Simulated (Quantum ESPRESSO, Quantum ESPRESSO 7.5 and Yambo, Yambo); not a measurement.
## SnO2 (Cassiterite): a self-consistent loop beyond G0W0, cycle by cycle

Wanted: G0W0 and self-consistent gaps of SnO2 (Cassiterite), with the cost of the cycles.

Program: Quantum ESPRESSO 7.5 and Yambo 5.3.0. Level of theory: PBE and many-body steps on it, plane waves. Results are calculated unless marked as measured.

**The experiments to reproduce.**

- Gap 3.6 eV: experimental gap quoted from earlier work; bulk crystal (quoted in “Study on the Photocatalytic Properties of Flower-Shaped SnO2”, 2022, pmc:9565917).

## (1) Set-up

The structure is tetragonal, space group P4_2/mnm (No. 136). Conventional cell: a = 4.738 Å, b = 4.738 Å, c = 3.187 Å, α = 90.00°, β = 90.00°, γ = 90.00°. Nearest to Sn lie 6 O at 2.05 to 2.06 Å. Nearest to O lie 3 Sn at 2.05 to 2.06 Å. Farther neighbours and most contacts between anions are not listed.

The cell and positions come from the Crystallography Open Database and are kept as given unless a step says otherwise.

## (2) Empty states on the mesh, 4×4×4 mesh, 83 bands

This step: Quantum ESPRESSO 7.5; DFT, PBE, plane waves, norm-conserving pseudopotentials.

The sums over transitions need many empty states on a uniform mesh; this step solves for them.

pw.in

```
&control
  calculation = 'nscf'
  prefix = 'x'
  outdir = 'o'
  pseudo_dir = 'pseudo'
/
&system
  ibrav = 0
  nat = 6
  ntyp = 2
  ecutwfc = 84.0
  nbnd = 83
  force_symmorphic = .true.
/
&electrons
  conv_thr = 1e-9
  electron_maxstep = 80
  diago_full_acc = .true.
  diago_thr_init = 5e-6
/
ATOMIC_SPECIES
  Sn 118.71 Sn.upf
  O 15.999 O.upf
CELL_PARAMETERS angstrom
  4.7380000000 0.0000000000 0.0000000000
  0.0000000000 4.7380000000 0.0000000000
  0.0000000000 0.0000000000 3.1865000000
ATOMIC_POSITIONS crystal
  Sn 0.0000000000 0.0000000000 0.0000000000
  Sn 0.5000000000 0.5000000000 0.5000000000
  O 0.3071000000 0.3071000000 0.0000000000
  O 0.1929000000 0.8071000000 0.5000000000
  O 0.6929000000 0.6929000000 0.0000000000
  O 0.8071000000 0.1929000000 0.5000000000
K_POINTS automatic
  4 4 4 0 0 0
```

Launch:

```sh
$ OMP_NUM_THREADS=1 mpirun -n 8 pw.x -nk 4 -in pw.in > pw.out
```

The program printed:

```text
Program PWSCF v.7.5 starts

     This program is part of the open-source Quantum ESPRESSO suite
     for quantum simulation of materials; please cite
         "P. Giannozzi et al., J. Phys.:Condens. Matter 21 395502 (2009);
         "P. Giannozzi et al., J. Phys.:Condens. Matter 29 465901 (2017);
         "P. Giannozzi et al., J. Chem. Phys. 152 154105 (2020);
     in publications or presentations arising from this work. More details at

     Atomic positions and unit cell read from directory:
     o/x.save/

     Message from routine setup:
[...]
-116.6528-116.6528 -72.4818 -72.4817 -72.4386 -72.4386 -72.4384 -72.4384
[...]
41.1816  41.1816  42.2310  42.2310  44.2680  44.2680  44.9356  44.9356
    45.2284  45.2284  46.1404  46.1404  46.5071  46.5071  48.8842  48.8842
    49.6189  49.6189  50.9144

          k = 0.0000 0.2500 0.0000 (  6268 PWs)   bands (ev):

     [... further k-points ...]

     highest occupied, lowest unoccupied level (ev):    11.2481   12.5370

     XML data file, pseudopotentials, collected wavefunctions

=------------------------------------------------------------------------------=
   JOB DONE.
=------------------------------------------------------------------------------=
```

It took 15 s on 8 MPI ranks of Arm Neoverse V1, shared host; peak memory 0.57 GiB; 2 min of CPU time.

Numbers from this step:

```
gap                                                           : 1.289 eV
k of the valence top                                          : 0, 0, 0
k of the conduction bottom                                    : 0, 0, 0
least direct gap                                              : 1.289 eV
k points computed                                             : 21
lowest point of the top converged band, above the valence top : 38.20 eV
```

On this mesh the gap is 1.289 eV.

The density comes from a self-consistent run that is not shown.

## (3) Conversion and set-up

This step: Yambo 5.3.0; conversion and set-up on PBE, plane waves, norm-conserving pseudopotentials.

The states are converted to the many-body program's format and the q mesh is built.

Launch:

```sh
$ (cd o/x.save; p2y > p2y.log; mv SAVE ../..); yambo > setup.log
```

The program printed:

```text
 Yambo, version 5.3.0

 [02] CORE Variables Setup
 =========================

  [02.01] Unit cells
  ==================

  Cell kind             :  Unknown
  Atoms in the cell     :  Sn  O
  number of Sn atoms    :  2
  number of O  atoms    :   4

  List of atomic masses
  Mass of Sn    :  118.7100
  Mass of O     :  15.99900

  List of atomic coordinates    : [cc]
  Sn1       :  0.000000  0.000000  0.000000  order 1
  Sn2       :  4.476761  4.476761  3.010806  order 2
  O1       :  2.749627  2.749627  0.000000  order 3
  O2       :  1.727134  7.226388  3.010806  order 4
[...]
K/Q-points units:
 rlu = crystal or reduced units; cc = cartesian coordinates; iku = interal k-units

 Q [ 1]         [rlu]:  0.000000  0.000000  0.000000
 Q [ 2]         [rlu]:  0.000000  0.000000  0.250000
 Q [ 3]         [rlu]:  0.000000  0.000000 -0.500000
[...]
Q [ 8]         [rlu]:  0.000000 -0.500000  0.250000
 Q [ 9]         [rlu]:  0.000000 -0.500000 -0.500000
 Q [10]         [rlu]:  0.250000  0.250000  0.000000
     [... 9 further rows ...]
 Q [20]         [rlu]: -0.250000  0.250000 -0.250000
 Q [21]         [rlu]: -0.250000  0.250000  0.500000

  [03.01] X indexes
  =================

   [03.01.01] Sigma indexes
   ========================

 [06] Game Over & Game summary
```

The job ended after 3 s (1 MPI rank; peak memory 0.25 GiB).

## (4) G0W0

G0W0 replaces the xc potential by the self-energy, built once from these orbitals. Only a window of levels is corrected, while the sums run over the empty bands that the input names.

This step: G0W0 on PBE, plane waves, norm-conserving pseudopotentials.

gw1.in

```
HF_and_locXC
gw0
dyson
ppa
em1d
rim_cut
RandQpts= 1000000
RandGvec= 1 RL
EXXRLvcs= 84 Ry
VXCRLvcs= 336 Ry
Chimod= "HARTREE"
% BndsRnXp
 1 | 83 |
%
NGsBlkXp= 6.5 Ry
% LongDrXp
 1 | 1 | 1 |
%
% GbndRnge
 1 | 83 |
%
DysSolver= "n"
ExtendOut
PPAPntXp= 27.21138 eV
% QPkrange
 1 | 21 | 25 | 42 |
%
```

Launch:

```sh
$ OMP_NUM_THREADS=1 mpirun -n 8 yambo -F gw1.in -J gw1 -C gw1 > gw1.log
```

The program printed:

```text
 Yambo, version 5.3.0

 [02] CORE Variables Setup
 =========================

  [... cell, symmetries and grids as in the set-up ...]

  [02.05] Energies & Occupations
  ==============================

  [X] === General ===
  [X] Electronic Temperature                        :  0.000000  0.000000 [eV K]
  [X] Bosonic    Temperature                        :  0.000000  0.000000 [eV K]
  [X] Finite Temperature mode                       : no
  [X] El. density                                   :  0.95062E+24 [cm-3]
  [X] Fermi Level                                   :  11.24814 [eV]

  [X] === Gaps and Widths ===
  [X] Conduction Band Min                           :  1.288899 [eV]
  [X] Valence Band Max                              :  0.000000 [eV]
  [X] Filled Bands                                  :   34
  [X] Empty Bands                                   :   35   83
  [X] Direct Gap                                    :  1.288899 [eV]
  [X] Direct Gap localized at k                     :  1
  [X] Indirect Gap                                  :  1.288899 [eV]
  [X] Indirect Gap between kpts                     :  1  1
  [X] Last valence band width                       :  1.252534 [eV]
  [X] 1st conduction band width                     :  5.193994 [eV]

 [03] Transferred momenta grid and indexing
 ==========================================

 IBZ Q-points                                      :  21
 BZ  Q-points                                      :   64

 K/Q-points units:
 rlu = crystal or reduced units; cc = cartesian coordinates; iku = interal k-units

 Q [ 1]         [rlu]:  0.000000  0.000000  0.000000
 Q [ 2]         [rlu]:  0.000000  0.000000  0.250000
 Q [ 3]         [rlu]:  0.000000  0.000000 -0.500000
 Q [ 4]         [rlu]:  0.000000  0.250000  0.000000
 Q [ 5]         [rlu]:  0.000000  0.250000  0.250000
 Q [ 6]         [rlu]:  0.000000  0.250000 -0.500000
 Q [ 7]         [rlu]:  0.000000 -0.500000  0.000000
 Q [ 8]         [rlu]:  0.000000 -0.500000  0.250000
 Q [ 9]         [rlu]:  0.000000 -0.500000 -0.500000
 Q [10]         [rlu]:  0.250000  0.250000  0.000000
     [... 9 further rows ...]
 Q [20]         [rlu]: -0.250000  0.250000 -0.250000
 Q [21]         [rlu]: -0.250000  0.250000  0.500000

 [04] Coloumb potential Random Integration (RIM)
 ===============================================

  [04.01] RIM initialization
  ==========================

  * Diagonal components only detected *

  8 x (sBL volume)        :  0.064232 [a.u.]
  sBZ random points       :  1000000
  Points outside the sBZ  :   7992674
  RL volume               :  0.513853 [a.u.]
  Integrated volume       :  0.514324 [a.u.]

  [04.02] RIM integrals
  =====================

  Gamma point sphere radius             :  0.072644 [a.u.]
  Points outside the sphere             :   799713
  [Int_sBZ(q=0) 1/q^2]*(Vol_sBZ)^(-1/3) =:  7.541870
                                 should be <:  7.795600

  Summary of Coulomb integrals for non-metallic bands |Q|[au] RIM/Bare

  Q [1] 0.100000E-4 0.967452 * Q [4] 0.175439 0.953374
  Q [19] 0.248108 0.995592 * Q [10] 0.248108 0.994735
  Q [2] 0.260860 1.178302 * Q [5] 0.314367 1.089818
  Q [7] 0.350878 0.993213 * Q [11] 0.360008 1.051976
  Q [20] 0.360008 1.053430 * Q [13] 0.392293 0.996431
  Q [8] 0.437222 1.022065 * Q [14] 0.471107 1.016278
  Q [16] 0.496216 0.999063 * Q [3] 0.521720 1.045184
  Q [6] 0.550427 1.036830 * Q [17] 0.560605 1.008497
  Q [12] 0.577710 1.030447 * Q [21] 0.577710 1.030360
  Q [9] 0.628734 1.021636 * Q [15] 0.652752 1.018623
  Q [18] 0.720015 1.012895

 [05] Dipoles
 ============

  [05.01] Setup: observables and procedures
  =========================================

  [WARNING] [x,Vnl] slows the Dipoles computation. To neglect it rename the ns.kb_pp file

 [06] Dynamic Dielectric Matrix (PPA)
 ====================================

 [SLK-Inversion]  Pools        :  2
 [SLK-Inversion]  BLACS grid   :  2  2

 [WR./gw1//ndb.pp]---------------------------------------------------------------
[...]
X e/h energy range                               : -1.000000 -1.000000 [eV]
  X Time ordering                                  : R
  X Hxc Kernel                                     : HARTREE
  X Drude frequency                                :  0.000000  0.000000
  X poles                                          :  100.0000 [o/o]
  RL vectors in the sum                            :   7807
  [r,Vnl] included                                 : yes
  Field direction                                  :  0.577350E-5  0.577350E-5  0.577350E-5
  BZ energy Double Grid                            : no
  BZ energy DbGd points                            : 0
  BZ Q point size factor                           : -1.000000
  X Optical Averaged directions                    : none

 [07] Local Exchange-Correlation + Non-Local Fock
 ================================================

 [VXC] Plane waves :   50163
 [EXS] Plane waves :   6281

 QP @ state[ 1 ] K range:   1  21
 QP @ state[ 1 ] b range:   25   42

 [xc] Functional : Perdew, Burke & Ernzerhof(X)+Perdew, Burke & Ernzerhof(C)
 [xc] LIBXC used to calculate xc functional
  PP Number of Atomic Species                      :  2
  NLCC RL compoments                               :   50163
  PP Number of Atomic Species                      :  2
  NLCC RL compoments                               :   50163

 [xc] E_xc :  -50.05431 [Ha]
      E_xc :  -100.1086 [Ry]

  Local XC kind (lXC) : Perdew, Burke & Ernzerhof(X)+Perdew, Burke & Ernzerhof(C)
  Non-Local XC kind (nlXC) : Hartree-Fock

  Corrections @ K [1] :  [eV]
 <25|nlXC|25> = -23.49107 -0.27807E-18 <25|lXC|25> = -17.62287  0.29506E-17
 <26|nlXC|26> = -23.74073  0.93306E-17 <26|lXC|26> = -18.05668 -0.75528E-15
 <27|nlXC|27> = -23.40450  0.11577E-16 <27|lXC|27> = -16.73458  0.37764E-15
 <28|nlXC|28> = -24.75840 -0.17566E-17 <28|lXC|28> = -19.75446 -0.13263E-19
 <29|nlXC|29> = -25.62062  0.11267E-17 <29|lXC|29> = -20.70869 -0.13220E-19
 <30|nlXC|30> = -25.56945 -0.34138E-17 <30|lXC|30> = -20.66930  0.75527E-15
[...]
Corrections @ K [2] :  [eV]
[...]
Corrections @ K [3] :  [eV]
[...]
Corrections @ K [4] :  [eV]
[...]
Corrections @ K [5] :  [eV]
[...]
[... 15 further k-points ...]
  Corrections @ K [21] :  [eV]
[...]
<40|nlXC|40> = -8.914742 -0.53289E-18 <40|lXC|40> = -15.63135 -0.94408E-16
 <41|nlXC|41> = -8.328866  0.16593E-18 <41|lXC|41> = -14.92729  0.59745E-16
 <42|nlXC|42> = -8.281484  0.54653E-19 <42|lXC|42> = -15.14913 -0.26197E-19

  [07.01] Hartree-Fock occupations report
  =======================================

  [Hartree-Fock] === General ===
  [Hartree-Fock] Electronic Temperature             :  0.000000  0.000000 [eV K]
  [Hartree-Fock] Bosonic    Temperature             :  0.000000  0.000000 [eV K]
  [Hartree-Fock] Finite Temperature mode            : no
  [Hartree-Fock] El. density                        :  0.95062E+24 [cm-3]
  [Hartree-Fock] Fermi Level                        :  11.24814 [eV]

  [Hartree-Fock] === Gaps and Widths ===
  [Hartree-Fock] Conduction Band Min                :  5.153822 [eV]
  [Hartree-Fock] Valence Band Max                   : -5.676099 [eV]
  [Hartree-Fock] Filled Bands                       :   34
  [Hartree-Fock] Empty Bands                        :   35   83
  [Hartree-Fock] Direct Gap                         :  11.02297 [eV]
  [Hartree-Fock] Direct Gap localized at k          :  1
  [Hartree-Fock] Indirect Gap                       :  10.82992 [eV]
  [Hartree-Fock] Indirect Gap between kpts          :  21   1
  [Hartree-Fock] Last valence band width            :  1.782674 [eV]
  [Hartree-Fock] 1st conduction band width          :  7.319098 [eV]

 [08] Dyson equation: Newton solver
 ==================================

  [08.01] G0W0 (W PPA)
  ====================

  [  GW  ] Bands range     :    1   83
  [GW/PPA] G damping       :  0.100000 [eV]

  QP @ state[ 1 ] K range:   1  21
  QP @ state[ 1 ] b range:   25   42

   Sc/G bands                                       :    1   83
   Sc/G damping                                     :  0.100000 ev
   Sc bands terminator                              : no
   Sx RL components                                 :   6281

   QP @ state[ 1 ] K range                          :   1  21
   QP @ state[ 1 ] b range                          :   25   42
   GF energies kind                                 : Perdew, Burke & Ernzerhof(X)+Perdew, Burke & Ernzerhof(C)
   GF WF`s kind                                     : Perdew, Burke & Ernzerhof(X)+Perdew, Burke & Ernzerhof(C)
   Xs energies kind                                 : Perdew, Burke & Ernzerhof(X)+Perdew, Burke & Ernzerhof(C)
   Xs WF`s kind                                     : Perdew, Burke & Ernzerhof(X)+Perdew, Burke & Ernzerhof(C)

 [11] Game Over & Game summary
```

The job ended after 21 min (8 MPI ranks; peak memory 10 GiB; 2.9 h of CPU time).

This step gave:

* G0W0 gap on the mesh: 2.763 eV
* starting gap on the mesh: 1.289 eV
* k of the valence top: 0, 0, 0
* k of the conduction bottom: 0, 0, 0
* least direct G0W0 gap on the computed points: 2.763 eV
* Z at the valence top: 0.7887
* Z at the conduction bottom: 0.8444

The gap on the mesh goes from 1.29 eV to 2.76 eV, a correction of +1.47 eV.

[end of part 1 of 2]

[Paths, hosts, dates, memory and timing lines, banners, echoed tables and standing remarks are left out of the program output.]

[Logs are printed without paths, hosts, clocks, repeated set-up lines and the standing remarks that a program may print on its own settings, such as how far it seeks lower states.]

[Runs of the session that timed out or met a known fault of the program may be left out.]

[Hosts, paths, dates, database ids (printed as entryN), source tags and the programs' standing remarks are cut or masked in the printed files.]
